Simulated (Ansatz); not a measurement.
# What LiZnI3 (model cell, started as cubic perovskite with Zn in the octahedra) distorts into

Wanted: the energy along a soft mode of LiZnI3 (model cell, started as cubic perovskite with Zn in the octahedra) and the structure at the end.

Calculated with Ansatz 0.2.0; DFT PBEsol, scalar-relativistic, plane waves, PAW; PAW set soft_1.

The structure was built from a prototype and need not be the compound's stable phase.

**1. The structure**

It takes space group Pm-3m (No. 221, cubic). Conventional cell: a = 5.567 Å, b = 5.567 Å, c = 5.567 Å, α = 90.00°, β = 90.00°, γ = 90.00°. Nearest to Li lie 12 I at 3.94 Å. Nearest to Zn lie 6 I at 2.78 Å. Nearest to I lie 2 Zn at 2.78 Å. Farther neighbours and most contacts between anions are not listed.

**2. Response at finite wavevector**

The cell comes from relaxations at this level that are not shown. Stability and thermal properties need the whole zone. Linear response on a 2×2×2 q mesh gives force constants as far as a supercell of that size would.

input.yaml

```yaml
crystal:
  lattice:
    - [5.5671905569, 0.0, 0.0]
    - [0.0, 5.5671905569, 0.0]
    - [0.0, 0.0, 5.5671905569]
  atoms:
    - { symbol: Li, position: [0.0, 0.0, 0.0] }
    - { symbol: Zn, position: [0.5, 0.5, 0.5] }
    - { symbol: I, position: [0.5, 0.5, 0.0] }
    - { symbol: I, position: [0.5, 0.0, 0.5] }
    - { symbol: I, position: [0.0, 0.5, 0.5] }
kpoints:
  mp_grid: { grid: [6, 6, 6] }
hamiltonian:
  xc: pbesol
  pseudopotentials: { kind: paw, azcp: { folder: soft_1 }, xc_functional: pbe }
scf:
  occupations: { method: methfessel_paxton, width: 0.2 }
output:
  eigenvalues: true
phonons:
  method: dfpt
  qmesh: [2, 2, 2]
  temperatures: { t_max: 1000, t_step: 50 }
  qpath:
    path:
      - [[0.0, 0.0, 0.0], [0.0, 0.5, 0.0], [0.5, 0.5, 0.0], [0.0, 0.0, 0.0], [0.5, 0.5, 0.5], [0.0, 0.5, 0.0]]
      - [[0.5, 0.5, 0.5], [0.5, 0.5, 0.0]]
    npoints: 10
```

Run with:

```console
ansatz run input.yaml --threads 4 --pin off --max-ram 16384MiB --backend cpu --events-out ev --progress --plain --runs-dir out
```

Numbers of over 12 decimals in the logs are rounded to 6 here.

Output:

```text
Engine: ansatz 0.2.0, aarch64-unknown-linux-gnu
Pseudopotentials: kind: paw
Pseudopotential: Li, paw, valence charge 3, recommended cutoff 420 eV (normal), soft_1/Li.paw.azcp
Pseudopotential: Zn, paw, valence charge 12, recommended cutoff 420 eV (normal), soft_1/Zn.paw.azcp
Pseudopotential: I, paw, valence charge 17, recommended cutoff 420 eV (normal), soft_1/I.paw.azcp
Functional definition: PBEsol
  exchange = pbesol_x
  correlation = pbesol_c
Crystal: 5 atoms, lattice volume = 172.547 Å³
Basis set: ecut = 420 eV, 3407 PW (Γ), exchange–correlation on 80×80×80 points (8 copies of the dense FFT grid, shifted against one another)
Bands: 40, of which v1, the nominal top of the filled ones, is band 33 counted from 1 (32 counted from 0)
Symmetry: 48 space group operations
k-points: 20 of 216
Non-local potential: Li, projectors of the file, l = 0: 3, l = 1: 2, l = 2: 1
Non-local potential: Zn, projectors of the file, l = 0: 2, l = 1: 2, l = 2: 3, l = 3: 1
Non-local potential: I, projectors of the file, l = 0: 2, l = 1: 2, l = 2: 2, l = 3: 1
PAW form: soft (Blöchl's): semilocal exchange-correlation on the pseudo side does not see the compensation charge
PAW frozen core: Zn, regenerated for the run's functional, and the local potential with it (the file was generated under x = pbe(κ = 0.804, μ = 0.219515), c = pbe(β = 0.066725))
PAW frozen core: I, regenerated for the run's functional, and the local potential with it (the file was generated under x = pbe(κ = 0.804, μ = 0.219515), c = pbe(β = 0.066725))
PAW one-centre angular grid: Li, 110 points (default); XC on 64 Gauss nodes
PAW one-centre angular grid: Zn, 590 points (default); XC on 64 Gauss nodes
PAW one-centre angular grid: I, 590 points (default); XC on 64 Gauss nodes
Initial density: superposition of atomic densities (chi_scale 0.1, normalization cell, long waves kept (reshape's long-wave potential 0.01 eV rms))
Initial wavefunctions: pseudopotential atomic-orbital guess
Functional: x = pbesol(κ = 0.804, μ = 0.123457), c = pbesol(β = 0.046)
SCF iter   1: F=—  HF=-25784.330012 eV  |F-HF|=—  |Δ(HF+E_count)|=         —  Δρ=5.37e-2  dr2=3.34e0  ethr=3.10e-3  ⟨swp⟩=8.1  Hψ=3713  notcnv=0
preconditioner: auto → LDOS  [metal: Δε(μ)=0.064 eV  Ē_g=10.763 eV  σ=0.200 eV  W_gap=0.26  n_scr=32 (ndim 8)  ℏωp=16.5 eV  f_vac=0.052  D(μ)=2.59/eV (n_scr^D=18)  β→1.0]
SCF iter   2: F=—  HF=-25785.750044 eV  |F-HF|=—  |Δ(HF+E_count)|=    1.42e0  S|Δr|=    0.00e0  Δρ=9.35e-2  dr2=7.86e0  ethr=3.10e-3  ⟨swp⟩=4.2  Hψ=1855  notcnv=0  defer=36  recentre
preconditioner: auto → none  [metal: Δε(μ)=0.005 eV  Ē_g=8.672 eV  σ=0.200 eV  W_gap=0.02  n_scr=32 (ndim 8)  ℏωp=16.5 eV  f_vac=0.178  D(μ)=0.82/eV (n_scr^D=0)  β→0.5]
SCF iter   3: F=—  HF=-25783.344827 eV  |F-HF|=—  |Δ(HF+E_count)|=    2.41e0  S|Δr|=    0.00e0  Δρ=1.40e-2  dr2=1.92e-1  ethr=3.10e-3  ⟨swp⟩=3.0  Hψ=1668  notcnv=0  defer=38
SCF iter   4: F=—  HF=-25783.309459 eV  |F-HF|=—  |Δ(HF+E_count)|=   3.54e-2  S|Δr|=    0.00e0  Δρ=1.68e-3  dr2=3.30e-3  ethr=2.91e-4  ⟨swp⟩=2.0  Hψ=1301  notcnv=0  defer=37
SCF iter   5: F=—  HF=-25783.316575 eV  |F-HF|=—  |Δ(HF+E_count)|=   7.12e-3  S|Δr|=    0.00e0  Δρ=1.65e-3  dr2=2.59e-3  ethr=5.01e-6  ⟨swp⟩=2.0  Hψ=1618  notcnv=0  defer=37
SCF iter   6: F=—  HF=-25783.317148 eV  |F-HF|=—  |Δ(HF+E_count)|=   5.74e-4  S|Δr|=    0.00e0  Δρ=5.30e-4  dr2=2.57e-4  ethr=3.92e-6  ⟨swp⟩=2.0  Hψ=993  notcnv=0  defer=37
SCF iter   7: F=—  HF=-25783.317075 eV  |F-HF|=—  |Δ(HF+E_count)|=   7.36e-5  S|Δr|=    0.00e0  Δρ=2.18e-4  dr2=4.21e-5  ethr=3.89e-7  ⟨swp⟩=3.0  Hψ=1510  notcnv=0  defer=37
SCF iter   8: F=—  HF=-25783.317065 eV  |F-HF|=—  |Δ(HF+E_count)|=   1.01e-5  S|Δr|=    0.00e0  Δρ=5.42e-5  dr2=2.67e-6  ethr=6.38e-8  ⟨swp⟩=2.0  Hψ=877  notcnv=0  defer=37
SCF iter   9: F=—  HF=-25783.317064 eV  |F-HF|=—  |Δ(HF+E_count)|=   1.16e-6  S|Δr|=    0.00e0  Δρ=3.74e-6  dr2=1.08e-8  ethr=4.05e-9  ⟨swp⟩=2.0  Hψ=958  notcnv=0  defer=37
SCF iter  10: F=—  HF=-25783.317064 eV  |F-HF|=—  |Δ(HF+E_count)|=   4.88e-9  S|Δr|=    0.00e0  Δρ=9.68e-7  dr2=7.65e-10  ethr=1.64e-11  ⟨swp⟩=2.1  Hψ=1153  notcnv=0  defer=37
SCF iter  11: F=-25783.317064 eV  HF=-25783.317064 eV  |F-HF|=0.00e0  |Δ(HF+E_count)|=  2.18e-10  S|Δr|=    0.00e0  Δρ=5.62e-8  dr2=4.27e-12  ethr=1.00e-12  ⟨swp⟩=14.7  Hψ=5354  notcnv=0
SCF 1 converged in 11 iterations: F = -25783.317064 eV  dr2 = 4.27e-12
  greatest PAW one-centre occupation: 0.999 electrons in one spin orbital (limit 2), on the Li atom at site 0 (counted from 0), in its partial waves of l = 0
Initial density: read from a saved state, or passed on in memory by an earlier SCF of this step, an earlier step, the calling program or the single point that the run made first
iter 1 solved again at ethr=3.66e-7 eV; its pass at ethr=3.10e-3 eV (dr2=2.41e-4 eV) is discarded
SCF iter   1: F=—  HF=-25783.317067 eV  |F-HF|=—  |Δ(HF+E_count)|=         —  Δρ=2.11e-6  dr2=4.23e-9  ethr=3.66e-7  ⟨swp⟩=3.4  Hψ=5778  notcnv=0
eigensolver tolerance schedule: the retry pair's looser diagonalisation over-reported the residual by 57024.40 of it (diagonalisation noise at an unbounded share of the residual, at the tolerance the schedule requests for it); recorded, not acted on — ethr = c·dr2/N_el stays at c = 1.0e-1
preconditioner: auto → none  [metal: Δε(μ)=0.010 eV  Ē_g=9.755 eV  σ=0.200 eV  W_gap=0.04  n_scr=32 (ndim 8)  ℏωp=16.5 eV  f_vac=0.185  D(μ)=0.80/eV (n_scr^D=0)]
SCF iter   2: F=—  HF=-25783.317064 eV  |F-HF|=—  |Δ(HF+E_count)|=   3.18e-6  S|Δr|=    0.00e0  Δρ=2.60e-6  dr2=6.18e-9  ethr=6.41e-12  ⟨swp⟩=4.0  Hψ=2320  notcnv=0
SCF iter   3: F=—  HF=-25783.317064 eV  |F-HF|=—  |Δ(HF+E_count)|=   2.32e-9  S|Δr|=    0.00e0  Δρ=8.72e-7  dr2=7.64e-10  ethr=6.41e-12  ⟨swp⟩=2.0  Hψ=984  notcnv=0
SCF iter   4: F=—  HF=-25783.317064 eV  |F-HF|=—  |Δ(HF+E_count)|=  1.75e-10  S|Δr|=    0.00e0  Δρ=6.68e-7  dr2=4.25e-10  ethr=1.16e-12  ⟨swp⟩=1.0  Hψ=800  notcnv=0
SCF iter   5: F=—  HF=-25783.317064 eV  |F-HF|=—  |Δ(HF+E_count)|=  1.27e-10  S|Δr|=    0.00e0  Δρ=3.92e-7  dr2=1.45e-10  ethr=1.00e-12  ⟨swp⟩=2.0  Hψ=872  notcnv=0
SCF iter   6: F=—  HF=-25783.317064 eV  |F-HF|=—  |Δ(HF+E_count)|=  2.55e-11  S|Δr|=    0.00e0  Δρ=2.78e-7  dr2=7.25e-11  ethr=1.00e-12  ⟨swp⟩=1.0  Hψ=800  notcnv=0
SCF iter   7: F=—  HF=-25783.317064 eV  |F-HF|=—  |Δ(HF+E_count)|=  7.28e-12  S|Δr|=    0.00e0  Δρ=1.51e-7  dr2=2.17e-11  ethr=1.00e-12  ⟨swp⟩=1.0  Hψ=800  notcnv=0
SCF iter   8: F=-25783.317064 eV  HF=-25783.317064 eV  |F-HF|=7.28e-12  |Δ(HF+E_count)|=  1.82e-11  S|Δr|=    0.00e0  Δρ=6.59e-8  dr2=3.99e-12  ethr=1.00e-12  ⟨swp⟩=5.0  Hψ=2389  notcnv=0
SCF 2 converged in 8 iterations: F = -25783.317064 eV  dr2 = 3.99e-12
phonons: the bands overlap, so this run is a metal and interpolates without the dipole-dipole term. If the crystal is really an insulator or semiconductor, its LO-TO splitting is missing
NSCF: frozen V_eff on 20 k-points
NSCF: frozen V_eff on 64 k-points
DFPT response loops at q = (0, 0, 0) (fractional): preconditioner auto → none (partly filled bands, converged f_vac=0.185); β = 0.50; Broyden in place of MSR1
NSCF: frozen V_eff on 128 k-points
DFPT response loops at q = (0, 0, -0.5) (fractional): mixed as the last ones told, above
NSCF: frozen V_eff on 128 k-points
DFPT response loops at q = (0, -0.5, -0.5) (fractional): mixed as the last ones told, above
NSCF: frozen V_eff on 128 k-points
DFPT response loops at q = (-0.5, -0.5, -0.5) (fractional): mixed as the last ones told, above
SCF converged after 11 iterations
Stability not checked: this state was not tested for a lower state beside it, because cold or Methfessel-Paxton smearing, or corrected tetrahedra, fill the levels in a way that the test cannot read (fill_not_monotonic; see scf.lower_state_search)
Free energy (F): -25783.317064 eV
Harris-Foulkes:  -25783.317064 eV  (|F-HF|=0.00e0)
Internal energy: -25783.327397 eV  (E = F + TS)
E sigma→0 (E₀):  -25783.319647 eV
Entropy (-TS):   0.010334 eV (2.067 meV/atom)
Fermi energy:    4.597404 eV
--- Per-component energies (eV) ---
  E_band       = -1288.198459
  E_kinetic    = 639.951849
  E_local      = -10081.337352  (includes V_loc(G=0)·N_el)
  E_nonlocal   = 1156.552767
  E_hartree    = 4407.557960
  E_xc         = -406.897135
  E_vxc        = -393.870856  (∫ρ·V_xc dr)
  E_paw        = -15995.067146  (= ΣΔE_a)
  E_vpaw       = -1424.603305  (= ΣTr[D̂ρ^β])
  E_aug_tail   = -0.007348  (compensation charges beyond the density's cutoff)
  E_ewald      = -5506.114756
  E_core_change = 2.033763  (= ΣΔE_core)
  E_smearing   = 0.010334  (= −TS)
  E_closure    = -0.000000  (closes the sum)
  Σ components = -25783.317064   (vs F -25783.317064, Δ=0.00e0)
--- Band table (eV; the first three rows and the last of 20) ---
  k-point 0: bands = [... 29 lower, 3.5454, 3.5574, 3.8946, 3.8946, 3.8946, 6.7995, 9.9800, 9.9800, ... 3 higher]
  k-point 1: bands = [... 29 lower, 3.4542, 3.4620, 3.8294, 3.8294, 4.5610, 7.1818, 9.7294, 10.2065, ... 3 higher]
  k-point 2: bands = [... 29 lower, 3.1740, 3.3073, 3.7950, 3.7950, 5.7894, 7.9540, 9.0257, 10.0031, ... 3 higher]
  k-point 19: bands = [... 29 lower, 4.2202, 4.6050, 4.6050, 4.6050, 6.8220, 8.5023, 8.5023, 8.5023, ... 3 higher]
--- Phonons (Γ-DFPT): 4 representative perturbations + reference (Σ response iterations 15) ---
  ASR residual: 7.040e-5 → 0.000e0 eV/Å²; symmetrization residual: 8.932e-6 eV/Å²
  ASR residual per site (eV/Å²): 3.60e-6 7.04e-5 6.55e-5 6.55e-5 6.55e-5
  Γ frequencies (cm⁻¹): -170.64 -170.64 -170.64 -27.15 -27.15 -27.15 -16.89 -16.89 -16.89 0.00 0.00 0.00 111.71 111.71 111.71
--- Phonons (arbitrary-q DFPT): 4 irreducible q on the 2×2×2 mesh ---
  q = [0.0000, 0.0000, 0.0000] (star 1, of the zone-centre solve; hermiticity 4.55e-6, symmetrization 3.41e-11): -170.64 -170.64 -170.64 -27.15 -27.15 -27.15 -16.89 -16.89 -16.89 -0.00 0.00 0.00 111.71 111.71 111.71
  q = [0.0000, 0.0000, -0.5000] (star 3, 9 solved perturbations in 504 linear systems a pass and spin channel, the states on 64 of 216 k-point pairs; hermiticity 3.00e-6, symmetrization 2.62e-11): -161.87 -161.87 -106.10 -31.57 -30.41 -30.41 23.03 23.03 24.11 24.11 28.34 111.82 111.82 112.69 124.68
  q = [0.0000, -0.5000, -0.5000] (star 3, 9 solved perturbations in 504 linear systems a pass and spin channel, the states on 64 of 216 k-point pairs; hermiticity 3.03e-6, symmetrization 1.34e-12): -149.25 -149.25 -149.22 -65.45 -32.46 -14.34 -14.34 31.39 33.01 33.01 56.75 113.67 129.45 133.80 133.80
  q = [-0.5000, -0.5000, -0.5000] (star 1, 4 solved perturbations in 184 linear systems a pass and spin channel, the states on 64 of 216 k-point pairs; hermiticity 1.41e-7, symmetrization 2.12e-11): -169.32 -169.32 -169.32 -65.63 -65.63 -65.63 -38.16 -38.16 63.31 63.31 63.31 136.17 136.17 136.17 143.80
  sum rule: each row above includes the acoustic sum rule's correction from the zone centre's row sums; it moved no ω² by more than (0.54 cm⁻¹)²
  mesh force constants: q→R imaginary residual 4.35e-18; ASR residual 7.040e-5 → 0.000e0 eV/Å²; symmetrization residual 6.217e-15 eV/Å²
  interpolated dispersion: 62 rows × 15 modes
  density of states and harmonic sums: on the 12×12×12 q-mesh, interpolated from the force constants of a 2×2×2 supercell (no non-analytic term)
  largest difference from the sums on the solved wave vectors: F 2.23e-1 eV, S 3.11e-4 and C_V 8.78e-5 eV/K
  zero-point energy: 0.040588 eV/cell   skipped modes (ω ≤ 0): 555, of them read as no rigid motion or as one in doubt: 552 (6.354e0 modes/cell left out, lowest -170.64 cm⁻¹)   left out of the sums: 4.24e-1 of the cell's modes: C_V's classical limit lies that fraction below 3 k_B per atom; for a crystal, a wire or a layer, F and S can be off by more, and a phonons.interpolated_qmesh denser along its periods is the remedy for the sampling
```

It took 5.2 min on 4 threads of Arm Neoverse V1, shared host; peak memory 1.5 GiB; 20 min of CPU time.

Reading the cycles: dr2 is the Hartree energy of the density residual (eV), the measure of convergence; HF is the Harris–Foulkes estimate of the energy, which meets the free energy F at convergence.

This step gave:

```yaml
volume_per_atom: 34.51 Å³
gap_on_the_k_mesh: 0 eV
sum_rule_residual_before_enforcement: 7.04e-5 eV/Å²
lowest_frequency_on_the_path: -170.6 cm⁻¹
point_group: m-3m
highest_frequency_on_the_path_or_at_a_solved_wavevector: 144.3 cm⁻¹
highest_optical_mode_at_the_zone_centre_no_lo_to_term: 111.7 cm⁻¹
lowest_optical_zone_centre_mode: -170.6 cm⁻¹
lowest_mode_on_the_q_mesh_acoustic_modes_at_gamma_apart: -170.6 cm⁻¹
```

Frequencies (cm⁻¹) solved at each irreducible wavevector; negative means imaginary. Frequencies by wavevector, by row:

```
q in reciprocal lattice units  star  mode 1  mode 2  mode 3  mode 4  mode 13  mode 14  mode 15
                        0 0 0     1  -170.6  -170.6  -170.6   -27.1    111.7    111.7    111.7
                     0 0 -0.5     3  -161.9  -161.9  -106.1   -31.6    111.8    112.7    124.7
                  0 -0.5 -0.5     3  -149.2  -149.2  -149.2   -65.5    129.4    133.8    133.8
               -0.5 -0.5 -0.5     1  -169.3  -169.3  -169.3   -65.6    136.2    136.2    143.8
```

Interpolated from a 2×2×2 q mesh. Phonon branches along the path, in cm⁻¹:

```
    point  branch 1  branch 2  branch 3  branch 4  branch 12  branch 13  branch 14  branch 15
        Γ      -171      -171      -171       -27          0        112        112        112
  halfway      -166      -166      -142       -29         80        112        112        117
        X      -162      -162      -106       -32        112        112        113        125
  halfway      -156      -156      -131       -54        100        113        129        130
        M      -149      -149      -149       -65        114        130        134        134
  halfway      -161      -151      -147       -47         88        107        112        127
        Γ      -171      -171      -171       -27          0        112        112        112
  halfway      -154      -154      -152       -50         95        107        107        137
        R      -169      -169      -169       -66        136        136        136        144
  halfway      -158      -157      -146       -57        102        107        132        140
        X      -162      -162      -106       -32        112        112        113        125
jump to R      -169      -169      -169       -66        136        136        136        144
  halfway      -160      -159      -159       -66        105        135        135        142
        M      -149      -149      -149       -65        114        130        134        134
```

Symmetry leaves 4 wavevectors to solve. The lowest mode among them, the acoustic zeros apart, lies at Γ and is imaginary, 170.6i cm⁻¹, so the energy falls along it.

**3. The mode frozen in, largest atomic shift 0 Å**

The mode followed lies at q = (-0.5, -0.5, -0.5) with frequency 169.3i cm⁻¹ and is 3-fold degenerate, one of the unstable modes though not the softest. At small amplitude the distorted cell has space group no. 166 by a symmetry search on the positions. The undistorted cell that holds it gives the zero of energy on the same k mesh.

System of this step: LiZnI3 (model cell, started as cubic perovskite with Zn in the octahedra). The structure is cubic, space group Pm-3m (No. 221). The conventional cell has a = 5.567 Å, b = 5.567 Å, c = 5.567 Å, α = 90.00°, β = 90.00°, γ = 90.00°. Nearest to Li lie 12 I at 3.94 Å. Nearest to Zn lie 6 I at 2.78 Å. I has 2 Zn at 2.78 Å nearest. Farther neighbours and most contacts between anions are not listed.

input.yaml, the sections that differ from step 2:

```yaml
crystal:
  lattice:
    - [5.5671905569, 5.5671905569, 0.0]
    - [5.5671905569, 0.0, 5.5671905569]
    - [5.5671905569, 0.0, -5.5671905569]
  atoms:
    - { symbol: Li, position: [0.0, 0.5, 0.5] }
    - { symbol: Li, position: [0.0, 0.0, 1.0] }
    - { symbol: Zn, position: [0.5, 0.25, 0.75] }
    - { symbol: Zn, position: [0.5, 0.75, 0.25] }
    - { symbol: I, position: [0.5, 0.5, 0.5] }
    - { symbol: I, position: [0.5, 0.0, 0.0] }
    - { symbol: I, position: [0.0, 0.0, 0.5] }
    - { symbol: I, position: [0.0, 0.5, 0.0] }
    - { symbol: I, position: [0.5, 0.0, 0.5] }
    - { symbol: I, position: [0.5, 0.5, 0.0] }
output:
  forces: true
  stress: true
  eigenvalues: true
# kpoints, hamiltonian, scf: as in step 2
# phonons: removed
```

Output:

```text
[...]
Crystal: 10 atoms, lattice volume = 345.095 Å³
Basis set: ecut = 420 eV, 6735 PW (Γ), exchange–correlation on 108×108×108 points (8 copies of the dense FFT grid, shifted against one another)
Bands: 80, of which v1, the nominal top of the filled ones, is band 66 counted from 1 (65 counted from 0)
Symmetry: 96 space group operations
[...]
k-points: 16 of 216
[...]
k-point 0: bands = [... 62 lower, 4.2225, 4.2225, 4.6014, 4.6014, 4.6014, 6.7967, 6.8192, 8.5084, ... 10 higher]
  k-point 1: bands = [... 62 lower, 3.9102, 4.3548, 4.4870, 4.4870, 4.5135, 6.9830, 7.0855, 8.0604, ... 10 higher]
  k-point 2: bands = [... 62 lower, 3.9875, 4.2895, 4.3254, 4.3254, 5.1317, 7.0906, 7.5076, 7.6952, ... 10 higher]
  k-point 15: bands = [... 62 lower, 3.7482, 3.7551, 3.9315, 4.3370, 7.0032, 7.5389, 8.1735, 8.3021, ... 10 higher]
[key lines of the parts left out:]
SCF converged after 11 iterations
Free energy (F): -51566.640239 eV
Fermi energy:    4.592069 eV
P = ⅓ Tr σ = -0.0031 GPa (-0.031 kbar)
```

Wall time 10 s (4 threads); peak memory 1 GiB.

This step gave:

- pressure: -0.003094 GPa
- energy from the undistorted cell: 0 meV/atom

The run ends at a pressure of 0.00 GPa.

**4. The mode frozen in, largest atomic shift 0.6 Å**

The atoms are moved along the unstable eigenvector, the largest shift by 0.6 Å, with the cell fixed.

input.yaml, the sections that differ from step 3:

```yaml
crystal:
  lattice:
    - [5.5671905569, 5.5671905569, 0.0]
    - [5.5671905569, 0.0, 5.5671905569]
    - [5.5671905569, 0.0, -5.5671905569]
  atoms:
    - { symbol: Li, position: [-0.0622235144, 0.5311117572, 0.5933352715] }
    - { symbol: Li, position: [0.0622235144, -0.0311117572, 0.9066647285] }
    - { symbol: Zn, position: [0.5, 0.25, 0.75] }
    - { symbol: Zn, position: [0.5, 0.75, 0.25] }
    - { symbol: I, position: [0.4980204049, 0.5019795951, 0.5019795951] }
    - { symbol: I, position: [0.5019795951, -0.0019795951, -0.0019795951] }
    - { symbol: I, position: [0.0, 0.0, 0.5019795951] }
    - { symbol: I, position: [0.0, 0.5, -0.0019795951] }
    - { symbol: I, position: [0.4980204049, 0.0, 0.5019795951] }
    - { symbol: I, position: [0.5019795951, 0.5, -0.0019795951] }
# kpoints, hamiltonian, scf, output: as in step 3
```

Output:

```text
[...]
Crystal: 10 atoms, lattice volume = 345.095 Å³
Basis set: ecut = 420 eV, 6735 PW (Γ), exchange–correlation on 108×108×108 points (8 copies of the dense FFT grid, shifted against one another)
Bands: 80, of which v1, the nominal top of the filled ones, is band 66 counted from 1 (65 counted from 0)
Symmetry: 12 space group operations
[...]
k-points: 32 of 216
[...]
k-point 0: bands = [... 62 lower, 4.1684, 4.1684, 4.5286, 4.5286, 4.5710, 6.9515, 6.9993, 8.4177, ... 10 higher]
  k-point 1: bands = [... 62 lower, 3.8627, 4.3140, 4.4133, 4.4133, 4.4833, 7.1494, 7.2304, 7.9924, ... 10 higher]
  k-point 2: bands = [... 62 lower, 3.9208, 4.2554, 4.2554, 4.2604, 5.0995, 7.0543, 7.6513, 7.8030, ... 10 higher]
  k-point 31: bands = [... 62 lower, 3.7705, 3.7761, 4.0466, 4.0550, 6.8110, 6.8433, 8.4268, 8.4496, ... 10 higher]
[key lines of the parts left out:]
SCF converged after 12 iterations
Free energy (F): -51566.896838 eV
Fermi energy:    4.536355 eV
P = ⅓ Tr σ = 0.0674 GPa (0.674 kbar)
```

It took 22 s on 4 threads; peak memory 1.2 GiB; 86 s of CPU time.

Numbers from this step:

| Item | Value |
| --- | --- |
| pressure | 0.06744 GPa |
| energy from the undistorted cell | -25.66 meV/atom |

The energy, extrapolated to zero smearing, is -25.66 meV/atom against the undistorted cell.

The run ends at a pressure of 0.07 GPa, with forces up to 0.39 eV/Å.

(Continued in part 2 of 3.)

[Logs are printed without paths, hosts, clocks, repeated set-up lines and the standing remarks that a program may print on its own settings, such as how far it seeks lower states.]

[Hosts, paths, dates, database ids (printed as entryN), source tags and the programs' standing remarks are cut or masked in the printed files.]
